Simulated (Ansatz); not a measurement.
# Decaying states in the gap of BaLiClF2

A new crystal, BaLiClF2: structure, gap and complex bands. It is built by putting Cl for part of the F in the BaLiF3 structure of space group Pm-3m, with the volume rescaled by atomic radii. The parent structure comes from the Materials Project.

Program: Ansatz 0.2.0. Level of theory: r2SCAN DFT, plane waves, PAW files, in the first sound run; inputs show where later runs differ. Results are calculated unless marked as measured.

Most raw output is cut from this account.

The structure was built from a prototype and need not be the compound's stable phase.

## (1) The starting structure

The structure is tetragonal, space group P4/mmm (No. 123). The conventional cell has a = 4.146 Å, b = 4.146 Å, c = 4.146 Å, α = 90.00°, β = 90.00°, γ = 90.00°. Ba has 8 F at 2.93 Å and 4 Cl at 2.93 Å nearest. Nearest to Li lie 4 F at 2.07 Å and 2 Cl at 2.07 Å. F has 2 Li at 2.07 Å and 4 Ba at 2.93 Å nearest. Nearest to Cl lie 2 Li at 2.07 Å and 4 Ba at 2.93 Å. It derives from BaLiF3. Cl for part of the F in the BaLiF3 structure of space group Pm-3m. Farther neighbours and most contacts between anions are not listed.

## (2) Cell and atoms at rest

The substituted atoms don't fit the parent's cell, so cell and atoms relax together. A small smearing keeps the run stable in case the gap closes on the way.

Input file input.yaml:

```yaml
crystal:
  lattice:
    - [4.1462980052, 0.0, 0.0]
    - [0.0, 4.1462980052, 0.0]
    - [0.0, 0.0, 4.1462980052]
  atoms:
    - { symbol: Ba, position: [0.0, 0.0, 0.0] }
    - { symbol: Li, position: [0.5, 0.5, 0.5] }
    - { symbol: F, position: [0.0, 0.5, 0.5] }
    - { symbol: F, position: [0.5, 0.5, 0.0] }
    - { symbol: Cl, position: [0.5, 0.0, 0.5] }
kpoints:
  mp_grid: { grid: [6, 6, 6] }
scf:
  occupations: { method: gaussian, width: 0.03 }
hamiltonian:
  xc: r2scan
output:
  forces: true
  stress: true
relax:
  f_tol: 0.02
  max_steps: 60
  cell: {}
```

Command:

```
> ansatz run input.yaml --threads 2 --pin off --max-ram 4096MiB --backend cpu --events-out ev --progress --plain --runs-dir out
```

Wall time 6.8 s (2 threads of AMD EPYC 9R45, shared host); peak memory 0.65 GiB; 13 s of CPU time.

Step by step:

```
step  energy less that of the first step (eV)  largest force component (eV/Å)  pressure (GPa)  volume (Å³)
   1                                   0.0000                          0.0000           11.50        71.28
   2                                  -0.3336                          0.0000            1.13        81.10
   3                                  -0.3624                          0.0000            0.33        82.19
   4                                  -0.3700                          0.0000            0.01        82.71
  5*                                  -0.3720                          0.0000           -0.01        82.71
```

Relaxation steps marked * repeat the geometry before them on a plane-wave basis chosen anew for their cell, so energy and pressure can jump there.

The run keeps the 16 symmetry operations that it works with, so distortions that break them were not tested.

```
conventional cell, symmetrised  before  after   change
                         a (Å)   4.146  4.314   +4.0 %
                         b (Å)   4.146  4.314   +4.0 %
                         c (Å)   4.146  4.444   +7.2 %
              volume (Å³/atom)   14.26  16.54  +16.0 %
```

The relaxed structure:

```cif
data_structure
_symmetry_space_group_name_H-M 'P 1'
_symmetry_Int_Tables_number 1
_cell_length_a 4.3141
_cell_length_b 4.4440
_cell_length_c 4.3141
_cell_angle_alpha 90.000
_cell_angle_beta 90.000
_cell_angle_gamma 90.000
_cell_volume 82.71
loop_
_atom_site_label
_atom_site_type_symbol
_atom_site_fract_x
_atom_site_fract_y
_atom_site_fract_z
_atom_site_occupancy
Ba1 Ba 0.00000 0.00000 0.00000 1
Li2 Li 0.50000 0.50000 0.50000 1
F3 F 0.00000 0.50000 0.50000 1
F4 F 0.50000 0.50000 0.00000 1
Cl5 Cl 0.50000 0.00000 0.50000 1
```

Numbers from this step:

```
free energy  : -8882.7991 eV
Fermi energy : 6.588 eV
pressure     : -0.005077 GPa
```

The largest force component on a free atom ends at 1.0e-29 eV/Å.

## (3) Band edges

The energy window and the wavevectors of the next steps follow from the band edges, so these are searched first, off the mesh as well.

Input file input.yaml:

```yaml
crystal:
  lattice:
    - [4.3140782663, 0.0, 0.0]
    - [0.0, 4.4439671074, 0.0]
    - [0.0, 0.0, 4.3140782663]
  atoms:
    - { symbol: Ba, position: [0.0, 0.0, 0.0] }
    - { symbol: Li, position: [0.5, 0.5, 0.5] }
    - { symbol: F, position: [0.0, 0.5, 0.5] }
    - { symbol: F, position: [0.5, 0.5, 0.0] }
    - { symbol: Cl, position: [0.5, 0.0, 0.5] }
kpoints:
  mp_grid: { grid: [6, 6, 6] }
  band_path: { path: [VBM, CBM], npoints: 30 }
scf:
  occupations: { method: fixed }
hamiltonian:
  xc: r2scan
output:
  eigenvalues: true
  write_potential: true
  write_density: true
  volumetric_format: npy
  elf: true
```

Wall time 4.1 s (2 threads); peak memory 0.59 GiB.

This step gave:

| Item | Value |
| --- | --- |
| Fermi energy | 3.974 eV |
| gap on the k-mesh | 5.227 eV |
| gap on path | 5.227 eV, by band count; negative where bands overlap |
| direct gap on path | 5.248 eV |
| edge places on path | 0, 1.249 1/A along the path |

Electronic bands along the path, in eV, zero at the Fermi level (highest filled level under fixed occupations); v1 is the highest filled band, c1 the lowest empty one:

```
  point     v4     v3     v2     v1    c1    c2    c3    c4
    VBM  -0.32  -0.05  -0.05   0.00  6.73  6.73  8.48  9.38
halfway  -1.17  -0.54  -0.28  -0.15  7.33  7.84  8.35  8.37
    CBM  -0.82  -0.15  -0.15  -0.02  5.23  6.46  7.44  7.71
```

ELF in the bc plane at fractional x = 0.500, with atoms of Li and F and Cl within 0.2 Å of it. It is the smooth field of the valence electrons, not physical close to the nuclei.

Ten even steps from '0' (0.02) to '9' (0.98), each cell a mean:
```
00015876774000
21003688751002
66300356520146
88730000001588
88872023104888
47883189505886
26883299715885
78872046205887
88851000002788
87510133200367
43102577741013
00015777873000
00026865775000
```
Columns run along b (4.4 Å), rows up along c (4.3 Å). Atoms in or near the plane, at fractional coordinates: Li at (0.50, 0.50), F at (0.50, 0.00), Cl at (0.00, 0.50).

Valence density in the bc plane at fractional x = 0.500, with atoms of Li and F and Cl within 0.2 Å of it. It is the smooth field of the valence electrons, not physical close to the nuclei.

Ten steps, logarithmic in the rise over the least value, from '0' (0 e/Å³) to '9' (12 e/Å³), each cell a mean:
```
00013689742000
00001466531000
21101123210112
43210011001234
55421134211345
45531378522455
25532388622454
55431156312355
54321011001244
32110112110122
11001345421001
00002578741000
00013699852000
```
Columns run along b (4.4 Å), rows up along c (4.3 Å). Atoms in or near the plane, at fractional coordinates: Li at (0.50, 0.50), F at (0.50, 0.00), Cl at (0.00, 0.50).

Electrostatic potential energy in the bc plane at fractional x = 0.500, with atoms of Li and F and Cl within 0.2 Å of it. With pseudopotentials it is smooth inside the atoms' cores, unlike the true potential.

Values in eV, 13 rows by 14 columns, each cell a mean:
```
  9   9  10  11  10  -7 -30 -35 -24   3  11  11  10   9
  9   9  10  11  11   8  -6 -11   0  10  11  11  10   9
  8   9  10  11  11  11  10   9  10  11  11  10   9   8
 -3   2   7   9   9   8   7   7   8   9  10   9   5  -1
-31 -22  -3   7   7   3  -5  -8  -2   6   8   4 -10 -27
-42 -38 -17   4   5  -5 -20 -25 -15   0   6  -2 -27 -41
-42 -40 -20   3   4  -7 -24 -30 -18  -1   5  -4 -30 -42
-38 -30  -9   5   6   0 -12 -15  -7   4   7   2 -18 -35
-14  -7   4   8   9   7   3   2   5   8   9   7   0 -10
  6   7   9  10  10  10   9   9   9  10  10  10   8   6
  9   9  10  11  11  11   4   1   7  11  11  11  10   9
  9   9  10  11  11   0 -23 -28 -16   7  11  11  10   9
  9   9  10  11  10 -13 -35 -37 -30  -1  11  11  10   9
```
Columns run along b (4.4 Å; values clipped at the 3rd and 97th percentile), rows up along c (4.3 Å). Atoms in or near the plane, at fractional coordinates: Li at (0.50, 0.50), F at (0.50, 0.00), Cl at (0.00, 0.50).

The searched edges give 5.23 eV, as on the mesh.

## (4) Decaying states in the gap, plane (100), k-mesh 6×6×6

This step: r2SCAN DFT, plane waves, PAW files; complex bands by layer matching along the plane's normal (Ansatz 0.2.0).

The same crystal is laid in a cell whose first two vectors span the (100) plane (indices of the standard conventional cell, whose axes can be ordered otherwise than in the bulk input). At fixed energy and wavevector in the plane the solver finds all kz, real and complex. A few wavevectors are listed, (0, 0), (-0.5, -0.5) and (0.5, 0) in units of the plane's reciprocal vectors; the slowest state needn't be among them.

Input file input.yaml:

```yaml
crystal:
  lattice:
    - [4.314078266, 0.0, 0.0]
    - [0.0, 4.443967107, 0.0]
    - [0.0, 0.0, 4.314078266]
  atoms:
    - { symbol: Ba, position: [0.0, 0.0, 0.0] }
    - { symbol: Li, position: [0.5, 0.5, 0.5] }
    - { symbol: F, position: [0.0, 0.5, 0.5] }
    - { symbol: F, position: [0.5, 0.5, 0.0] }
    - { symbol: Cl, position: [0.5, 0.0, 0.5] }
kpoints:
  mp_grid: { grid: [6, 6, 6] }
scf:
  occupations: { method: fixed }
hamiltonian:
  xc: r2scan
output:
  eigenvalues: true
  transmission:
    leads: [[0, 0]]
    kpoints: [[0.0, 0.0], [-0.5, -0.5], [0.5, 0.0]]
    e_range: [-1.0, 6.23]
    de: 0.18
```

Wall time 9.4 s (2 threads); peak memory 0.8 GiB; 18 s of CPU time.

This step gave:

- level to which the leads are filled: 2.614 eV from the Fermi level
- decay constant at the filling level, zone centre: 0.4356 Å⁻¹
- decay constant at the filling level, slowest listed point: 0.4356 Å⁻¹

K parallel (0, 0); values up to 1.5 1/Å, a degenerate pair printed once or twice; energies at which all values exceed this have no row. The Im kz of the slowest decaying states by energy, zero at the highest filled level on the SCF mesh:

```
energy (eV)  decay 1 (Å⁻¹)  decay 2 (Å⁻¹)  decay 3 (Å⁻¹)  decay 4 (Å⁻¹)
      -1.00          0.193          0.210          0.767          0.982
      -0.46          0.183          0.357           0.37          0.472
       0.08          0.203          0.251          0.309          0.496
       0.62          0.328          0.426          0.526          0.557
       0.98          0.371          0.457          0.575          0.589
       1.52          0.410          0.482          0.577          0.636
       2.06          0.430          0.493          0.560          0.661
       2.60          0.436          0.494          0.529          0.672
       3.14          0.426          0.488          0.493          0.653
       3.68          0.392          0.462          0.475          0.623
       4.22          0.328          0.438          0.455          0.584
       4.58          0.267          0.421          0.439          0.552
       5.12          0.111          0.389          0.407          0.493
       5.66          0.338          0.367          0.418          0.599
       6.20          0.218          0.314          0.345          0.561
```

K parallel (-0.5, -0.5); values up to 1.5 1/Å, a degenerate pair printed once or twice; energies at which all values exceed this have no row. The Im kz of the slowest decaying states by energy, zero at the highest filled level on the SCF mesh:

```
energy (eV)  decay 1 (Å⁻¹)  decay 2 (Å⁻¹)  decay 3 (Å⁻¹)  decay 4 (Å⁻¹)
      -1.00          0.120          0.180          0.326          0.887
      -0.64          0.424          0.920           1.00           1.16
      -0.46          0.486          0.776           1.02           1.04
      -0.10          0.299          0.752          0.817           1.10
       0.08          0.165          0.188          0.299          0.384
       0.44          0.298          0.351          0.421          0.485
       0.80          0.371          0.424          0.471          0.544
       0.98          0.398          0.450          0.489          0.565
       1.34          0.440          0.490          0.518          0.594
       1.52          0.457          0.505          0.530          0.603
       1.88          0.484          0.528          0.550          0.616
       2.24          0.505          0.543          0.567          0.620
       2.42          0.513          0.548          0.574          0.620
       2.78          0.526          0.553          0.586          0.615
       2.96          0.531          0.554          0.592          0.610
       3.32          0.537          0.551          0.598          0.601
       3.68          0.540          0.544          0.580          0.608
       3.86          0.538          0.540          0.569          0.610
       4.22          0.522          0.537          0.544          0.614
       4.40          0.512          0.530          0.534          0.615
       4.76          0.487          0.497          0.526          0.615
       5.12          0.455          0.457          0.515          0.613
       5.30          0.435          0.436          0.508          0.611
       5.66          0.382          0.390          0.491          0.606
       5.84          0.352          0.361          0.481          0.601
       6.20          0.276          0.288          0.458          0.591
```

K parallel (0.5, 0); values up to 1.5 1/Å, a degenerate pair printed once or twice; energies at which all values exceed this have no row. Table of Im kz of the slowest decaying states by energy, zero at the highest filled level on the SCF mesh:

```
energy (eV)  decay 1 (Å⁻¹)  decay 2 (Å⁻¹)  decay 3 (Å⁻¹)  decay 4 (Å⁻¹)
      -1.00         0.0912          0.277           1.29           1.31
      -0.64          0.180          0.230          0.238          0.425
      -0.46          0.289          0.498           1.21           1.27
      -0.10          0.312          0.382          0.388          0.413
       0.08          0.392          0.403          0.478          0.521
       0.44          0.452          0.505          0.565          0.681
       0.80          0.491          0.587          0.622          0.720
       0.98          0.507          0.620          0.645          0.737
       1.34          0.536          0.678          0.682          0.764
       1.52          0.549          0.667          0.704          0.726
       1.88          0.571          0.648          0.749          0.793
       2.24          0.590          0.645          0.789          0.812
       2.42          0.598          0.644          0.807          0.819
       2.78          0.613          0.642          0.831          0.839
       2.96          0.619          0.640          0.827          0.837
       3.32          0.630          0.636          0.803          0.846
       3.68          0.630          0.639          0.777          0.855
       3.86          0.626          0.642          0.764          0.859
       4.22          0.616          0.647          0.736          0.866
       4.40          0.611          0.648          0.721          0.869
       4.76          0.597          0.650          0.690          0.877
       5.12          0.581          0.648          0.655          0.851
       5.30          0.572          0.637          0.646          0.836
       5.66          0.551          0.597          0.639          0.805
       5.84          0.540          0.575          0.635          0.789
       6.20          0.513          0.527          0.623          0.756
```

At the listed wavevectors the last open channel is at -0.10 eV and the next at +5.30 eV on the grid. At +2.60 eV, the grid energy nearest the filling level (the middle of the gap on the SCF mesh), the slowest state at the listed wavevectors decays with κ = 0.436 Å⁻¹, its amplitude falling by e over 2.3 Å. Through 1 nm of this crystal that state's transmission falls by exp(−2 × 0.436 Å⁻¹ × 10 Å) = 1.6e-4.

(Continued in part 2 of 2.)

[Logs are printed without paths, hosts, clocks, repeated set-up lines and the standing remarks that a program may print on its own settings, such as how far it seeks lower states.]

[Hosts, paths, dates, database ids (printed as entryN), source tags and the programs' standing remarks are cut or masked in the printed files.]
